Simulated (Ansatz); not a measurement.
## A convergence test on BaTiO3 (Pm-3m): k mesh of the hybrid

Wanted: the cheapest k mesh of the hybrid that holds the HSE06 gap of BaTiO3 (Pm-3m).

Method: DFT, HSE06, plane waves, PAW, in Ansatz 0.2.0.

## Step 1: The structure

Symmetry: Pm-3m, No. 221, cubic system. The conventional cell has a = 4.006 Å, b = 4.006 Å, c = 4.006 Å, α = 90.00°, β = 90.00°, γ = 90.00°. Ba has 12 O at 2.83 Å nearest. Ti has 6 O at 2.00 Å nearest. Nearest to O lie 2 Ti at 2.00 Å and 4 Ba at 2.83 Å. Farther neighbours and most contacts between anions are not listed.

The cell and positions come from the Crystallography Open Database and are kept as given unless a step says otherwise. Spin-orbit coupling is left out unless a step names it. The default PAW set here is soft_2. Its files were made with PBE.

## Step 2: k mesh of the hybrid: 2×2×2

input.yaml reads:

```yaml
crystal:
  lattice:
    - [4.006, 0.0, 0.0]
    - [0.0, 4.006, 0.0]
    - [0.0, 0.0, 4.006]
  atoms:
    - { symbol: Ba, position: [0.5, 0.5, 0.5] }
    - { symbol: Ti, position: [0.0, 0.0, 0.0] }
    - { symbol: O, position: [0.5, 0.0, 0.0] }
    - { symbol: O, position: [0.0, 0.5, 0.0] }
    - { symbol: O, position: [0.0, 0.0, 0.5] }
kpoints:
  mp_grid: { grid: [2, 2, 2] }
  band_path:
    path: [[0.0, 0.0, 0.0], [0.0, 0.5, 0.0], [0.5, 0.5, 0.0], [0.5, 0.5, 0.5]]
    npoints: 1
hamiltonian:
  xc: hse06
scf:
  occupations: { method: fixed }
  n_extra_bands: 5
output:
  eigenvalues: true
  write_density: true
  write_potential: true
  elf: true
  volumetric_format: npy
```

Launch:

```
ansatz run input.yaml --threads 3 --pin off --max-ram 92160MiB --backend cuda --events-out ev --progress --plain --runs-dir out --devices 1 --max-vram 13GiB
```

Numbers of over 12 decimals in the logs are rounded to 6 here.

The log of the run:

```text
scf.n_extra_bands = 5 over 20 filled bands (N_el = 40.0): the run solves 25 bands
exact exchange: scf.exx.singularity resolves to wigner_seitz, which cuts the screened interaction at the faces of the exchange supercell's Wigner-Seitz cell, so that each pair interacts once, at the shortest of its separations (the periodic images that this leaves out come, for a point-like exchange hole, to about 0.053 eV on a filled level). The cut falls within the interaction's reach, and what an exchange supercel [...]
GPUs: using 1 of 1 available (devices: 1).
Engine: ansatz 0.2.0, x86_64-unknown-linux-gnu
Pseudopotentials: kind: paw
Pseudopotential: Ba, paw, valence charge 10, recommended cutoff 420 eV (normal), Ba.paw.azcp
Pseudopotential: Ti, paw, valence charge 12, recommended cutoff 420 eV (normal), Ti.paw.azcp
Pseudopotential: O, paw, valence charge 6, recommended cutoff 420 eV (normal), O.paw.azcp
Functional definition: HSE06
  parameter a = 0.25
  parameter omega = 0.11/bohr
  exchange = pbe_x - a*pbe_x_sr(omega) + a*exact_x_sr(omega)
  correlation = pbe_c
davidson cushion auto → on  (no smearing: the cushion is to keep the highest requested band from converging to the state above it; pin scf.eigensolver.cushion to override)
concurrent solve slots: 2 of 3 are kept, ahead of what memory takes: no pass of the eigensolver takes more rounds on 2
device memory: the entry about to start is reckoned to put 0.7 GiB on a device that reports 60.2 GiB free (of which the cap on the GPU budget leaves the run 13.0 GiB)
GPU FFT provider: cuFFT
GPU libraries: cuBLAS 13.8.2, cuFFT 12.4.0, cuSOLVER 12.3.4
Crystal: 5 atoms, lattice volume = 64.288 Å³
Basis set: ecut = 420 eV, 1237 PW (Γ)
Bands: 25, of which v1, the nominal top of the filled ones, is band 20 counted from 1 (19 counted from 0)
Symmetry: 48 space group operations
Space group: Pm-3m (ITA 221), of the structure as read, at distance tolerance 4.0e-5 Å
k-points: 4 of 8
Non-local potential: Ba, projectors of the file, l = 0: 3, l = 1: 2, l = 2: 2, l = 3: 2
Non-local potential: Ti, projectors of the file, l = 0: 3, l = 1: 2, l = 2: 3, l = 3: 1
Non-local potential: O, projectors of the file, l = 0: 2, l = 1: 2, l = 2: 1
PAW form: soft (Blöchl's): semilocal exchange-correlation on the pseudo side does not see the compensation charge
PAW frozen core: Ba, regenerated for the run's functional, and the local potential with it (the file was generated under x = pbe(κ = 0.804, μ = 0.219515), c = pbe(β = 0.066725))
PAW frozen core: Ti, regenerated for the run's functional, and the local potential with it (the file was generated under x = pbe(κ = 0.804, μ = 0.219515), c = pbe(β = 0.066725))
PAW frozen core: O, regenerated for the run's functional, and the local potential with it (the file was generated under x = pbe(κ = 0.804, μ = 0.219515), c = pbe(β = 0.066725))
PAW one-centre angular grid: Ba, 194 points (default); XC on 64 Gauss nodes
PAW one-centre angular grid: Ti, 590 points (default); XC on 64 Gauss nodes
PAW one-centre angular grid: O, 110 points (default); XC on 96 Gauss nodes
Initial density: superposition of atomic densities (neutral atoms: chi_scale 0, normalization atom), corrected by the library's trained network
Initial wavefunctions: pseudopotential atomic-orbital guess
GPU buffer pool allocated for 19683 grid points (all kernels)
GPU transforms: local potential and band sums: pruned to the plane-wave sphere, on 27×27×27
Functional: x = pbe(κ = 0.804, μ = 0.219515), c = pbe(β = 0.066725), warm-up for x = pbe(κ = 0.804, μ = 0.219515) + 0.25 (exact − pbe) at short range (hse, ω = 0.207870 Å⁻¹), c = pbe(β = 0.066725); HSE06 as pw.x's `hse` composes it (authors' and Libxc's form: `xc: wpbeh`)
SCF iter   1: F=—  HF=-10158.825974 eV  |F-HF|=—  |Δ(HF+E_count)|=         —  Δρ=1.69e-2  dr2=2.16e-1  ethr=1.77e-3  ⟨swp⟩=6.5  Hψ=477  notcnv=0
preconditioner: auto → none  [insulator: Δε(μ)=1.794 eV  Ē_g=11.750 eV  n_scr=18 (ndim 8)  ℏωp=26.2 eV  f_vac=0.000]
[...]
Frozen-core exchange: fock
SCF iter   1: F=—  HF=-10162.902189 eV  |F-HF|=—  |Δ(HF+E_count)|=         —  Δρ=2.79e-2  dr2=7.71e-1  ethr=7.90e-8  ⟨swp⟩=10.2  Hψ=692  notcnv=0
preconditioner: auto → none  [insulator: Δε(μ)=3.722 eV  Ē_g=14.329 eV  n_scr=18 (ndim 8)  ℏωp=26.2 eV  f_vac=0.000]
SCF iter   2: F=—  HF=-10162.821460 eV  |F-HF|=—  |Δ(HF+E_count)|=   8.07e-2  Δρ=2.93e-2  dr2=6.06e-1  ethr=7.90e-8  ⟨swp⟩=9.2  Hψ=668  notcnv=0  defer=1
SCF iter   3: F=—  HF=-10162.698780 eV  |F-HF|=—  |Δ(HF+E_count)|=   1.23e-1  Δρ=3.98e-3  dr2=1.41e-2  ethr=7.90e-8  ⟨swp⟩=8.0  Hψ=612  notcnv=0
SCF iter   4: F=—  HF=-10162.724629 eV  |F-HF|=—  |Δ(HF+E_count)|=   2.58e-2  Δρ=2.53e-3  dr2=5.50e-3  ethr=7.90e-8  ⟨swp⟩=6.8  Hψ=494  notcnv=0
SCF iter   5: F=—  HF=-10162.723331 eV  |F-HF|=—  |Δ(HF+E_count)|=   1.30e-3  Δρ=7.75e-4  dr2=1.57e-4  ethr=7.90e-8  ⟨swp⟩=5.5  Hψ=414  notcnv=0
SCF iter   6: F=-10162.723651 eV  HF=-10162.723673 eV  |F-HF|=2.17e-5  |Δ(HF+E_count)|=   3.42e-4  Δρ=3.01e-4  dr2=2.99e-5  ethr=7.90e-8  ⟨swp⟩=4.0  Hψ=336  notcnv=0
SCF 2 stopped early in 6 iterations: F = -10162.723651 eV  dr2 = 2.99e-5
hybrid outer 1: dexx = +3.054e-2 eV, tail = 1.65e-4 eV
GPU FFT provider: cuFFT
GPU libraries: cuBLAS 13.8.2, cuFFT 12.4.0, cuSOLVER 12.3.4
GPU buffer pool allocated for 19683 grid points (all kernels)
GPU transforms: local potential and band sums: pruned to the plane-wave sphere, on 27×27×27
Exchange kernel: α = 0.2500, screened, ω = 0.2079 Å⁻¹, Wigner–Seitz truncation, v(0) = 779.5284 eV·Å³, q-mesh 2×2×2, nearest image of the exchange supercell L = 8.01 Å, pair-density grid 20×20×20, without the augmentation charges, whose exchange is taken in its separable form by FFT convolution over the k-point mesh (sized by the pseudopotential files, 27×27×27 at the most), smooth part of the exact exchange by density-matrix convolution in up to 410.7 MiB of GPU memory as planned if the GPU has room (build and FFT work areas not counted)
Frozen-core exchange: fock
SCF iter   1: F=—  HF=-10162.722578 eV  |F-HF|=—  |Δ(HF+E_count)|=         —  Δρ=5.41e-5  dr2=9.59e-7  ethr=2.06e-6  ⟨swp⟩=3.0  Hψ=234  notcnv=0
preconditioner: auto → none  [insulator: Δε(μ)=2.816 eV  Ē_g=13.511 eV  n_scr=18 (ndim 8)  ℏωp=26.2 eV  f_vac=0.000]
SCF iter   2: F=—  HF=-10162.722583 eV  |F-HF|=—  |Δ(HF+E_count)|=   5.52e-6  Δρ=4.41e-5  dr2=5.53e-7  ethr=1.75e-9  ⟨swp⟩=5.8  Hψ=422  notcnv=0
iter 3 solved again at ethr=1.13e-10 eV; its pass at ethr=1.35e-9 eV (dr2=4.52e-8 eV) is discarded
SCF iter   3: F=-10162.722583 eV  HF=-10162.722583 eV  |F-HF|=1.48e-8  |Δ(HF+E_count)|=   4.62e-8  Δρ=1.57e-5  dr2=5.98e-8  ethr=1.13e-10  ⟨swp⟩=3.2  Hψ=467  notcnv=0
SCF 3 converged in 3 iterations: F = -10162.722583 eV  dr2 = 5.98e-8
hybrid outer 2: dexx = +2.859e-6 eV, tail = 1.97e-7 eV, Δε = 8.68e-3 eV (about 3.73e-4 eV left of the loop's levels)
device memory: the entry about to start is reckoned to put 0.4 GiB on a device that reports 55.6 GiB free (of which the cap on the GPU budget leaves the run 13.0 GiB)
NSCF: frozen V_eff on 4 k-points
hybrid SCF converged: 2 outer / 9 inner (+6 warm-up), last move |dexx| = 2.86e-6 eV, tail = 1.97e-7 eV
Stability not checked: this state was not tested for a lower state beside it, because the functional holds exact exchange (a hybrid, or Hartree-Fock), whose exchange loop this test does not read (fock_operator; see scf.lower_state_search)
Free energy (F): -10162.722583 eV
Frozen-core exchange: fock
Harris-Foulkes:  -10162.722583 eV  (|F-HF|=1.48e-8)
Internal energy: -10162.722583 eV  (E = F + TS)
E sigma→0 (E₀):  -10162.722583 eV
Fermi energy:    9.359749 eV
--- Per-component energies (eV) ---
  E_band       = -225.736748
  E_kinetic    = 972.086176
  E_local      = -2081.911939  (includes V_loc(G=0)·N_el)
  E_nonlocal   = 195.650515
  E_hartree    = 809.023168
  E_xc         = -395.194023
  E_vxc        = -436.210824  (∫ρ·V_xc dr)
  E_exx        = -117.018854  (= α·E_x^exact, valence–valence)
  E_paw        = -6726.558602  (= ΣΔE_a)
  E_vpaw       = -259.366242  (= ΣTr[D̂ρ^β])
  E_aug_tail   = 0.007323  (compensation charges beyond the density's cutoff)
  E_ewald      = -2818.406203
  E_core_change = -0.400145  (= ΣΔE_core)
  E_smearing   = -0.000000  (= −TS)
  E_closure    = -0.000000  (closes the sum)
  Σ components = -10162.722583   (vs F -10162.722583, Δ=-1.82e-12)
--- Band table (eV) ---
  k-point 0: bands = [... 16 lower, 8.1471, 9.2134, 9.2134, 9.2134, 12.1755, 12.1755, 12.1755, 14.3179, ... 1 higher]
  k-point 1: bands = [... 16 lower, 7.3832, 7.3880, 8.5653, 8.5653, 12.3069, 14.0736, 14.0736, 14.3250, ... 1 higher]
  k-point 2: bands = [... 16 lower, 7.3468, 8.4431, 8.4431, 9.3099, 14.0919, 14.0919, 14.5873, 15.2721, ... 1 higher]
  k-point 3: bands = [... 16 lower, 6.7937, 9.3597, 9.3597, 9.3597, 14.8531, 14.8531, 14.8531, 17.7002, ... 1 higher]
```

Run time: 11 s. Hardware: 1 × NVIDIA H100 80GB HBM3 (shared by 6 runs) with 3 threads of AMD EPYC 7R13 (Zen 3), shared host; peak memory 1 GiB; 13 s of CPU time.

In the SCF lines HF is the Harris–Foulkes energy and dr2 the Hartree energy of the density residual, in eV; the loop may stop once dr2 is under the threshold and the program's other checks hold. Hψ counts applications of the Hamiltonian.

This step gave:

```
gap                     : 2.816 eV
valence top at          : R
conduction bottom at    : Γ
least direct gap        : 2.962 eV
exact-exchange fraction : 0.25
```

The gap is indirect, with the least direct gap 0.15 eV higher.

## Step 3: k mesh of the hybrid: 4×4×4

input.yaml, as its differences from that of step 2:

```diff
@@ -12,3 +12,3 @@
 kpoints:
-  mp_grid: { grid: [2, 2, 2] }
+  mp_grid: { grid: [4, 4, 4] }
   band_path:
@@ -23,5 +23 @@
   eigenvalues: true
-  write_density: true
-  write_potential: true
-  elf: true
-  volumetric_format: npy
```

The log of the run:

```text
[...]
GPUs: using 1 of 1 available (devices: 1).
[...]
GPU FFT provider: cuFFT
GPU libraries: cuBLAS 13.8.2, cuFFT 12.4.0, cuSOLVER 12.3.4
Crystal: 5 atoms, lattice volume = 64.288 Å³
Basis set: ecut = 420 eV, 1237 PW (Γ)
Bands: 25, of which v1, the nominal top of the filled ones, is band 20 counted from 1 (19 counted from 0)
[... 1 set-up line as in the run before ...]
[...]
k-points: 10 of 64
[...]
Fermi energy:    9.247644 eV
[...]
--- Band table (eV; the first three rows and the last of 10) ---
  k-point 0: bands = [... 16 lower, 8.0600, 9.1551, 9.1551, 9.1551, 12.4299, 12.4299, 12.4299, 14.5312, ... 1 higher]
  k-point 1: bands = [... 16 lower, 7.6576, 7.9805, 8.8008, 8.8008, 12.5010, 13.4420, 13.4420, 14.5353, ... 1 higher]
  k-point 2: bands = [... 16 lower, 7.3422, 7.3422, 8.5215, 8.5215, 12.5753, 14.3261, 14.3261, 14.5389, ... 1 higher]
  k-point 9: bands = [... 16 lower, 6.7723, 9.2476, 9.2476, 9.2476, 15.1268, 15.1268, 15.1268, 17.6580, ... 1 higher]
[key lines of the parts left out:]
Free energy (F): -10163.423067 eV
```

Elapsed: 18 s, on 1 × NVIDIA H100 80GB HBM3 (shared by 6 runs) with 3 threads; peak memory 1.1 GiB; 20 s of CPU time.

This step gave:

| Item | Value |
| --- | --- |
| gap | 3.182 eV |
| valence top at | R |
| conduction bottom at | Γ |
| least direct gap | 3.275 eV |

The gap is 3.182 eV, +0.367 eV from the run before at this level.

## Step 4: The series

Differences are against the last row; a negative gap means that bands overlap, and a run with a band path holds that path's time. Times are wall times on 1 × NVIDIA H100 80GB HBM3 (shared by 6 runs) with 3 threads of AMD EPYC 7R13 (Zen 3), shared host, good to a factor of about two.

| k mesh of the hybrid | gap (eV) | direct gap (eV) | gap error (eV) | energy error (meV/atom) | irreducible k | time |
| --- | --- | --- | --- | --- | --- | --- |
| 2×2×2 | 2.816 | 2.962 | −0.367 | +140.1 | 4 | 11 s |
| 4×4×4 | 3.182 | 3.275 | +0.000 | +0.0 | 10 | 18 s |

## Step 5: Outcome

```
2×2×2 : 2.816 eV
4×4×4 : 3.182 eV
```

The gap holds to 0.02 eV from 4×4×4 on, the last run itself, so the series does not show convergence. At 2×2×2 the gap is off by −0.367 eV and the energy by +140 meV/atom. The gap is read over the mesh and added points near the edges, so meshes differ mainly through the density and, for a hybrid, the exchange operator.

[Paths, hosts, dates, memory and timing lines, banners, echoed tables and standing remarks are left out of the program output.]

[Logs are printed without paths, hosts, clocks, repeated set-up lines and the standing remarks that a program may print on its own settings, such as how far it seeks lower states.]

[Runs of the session that timed out or met a known fault of the program may be left out.]

[Cells called generated may have been cut or substituted from an entry of the Crystallography Open Database or the Materials Project.]

[Hosts, paths, dates, database ids (printed as entryN), source tags and the programs' standing remarks are cut or masked in the printed files.]
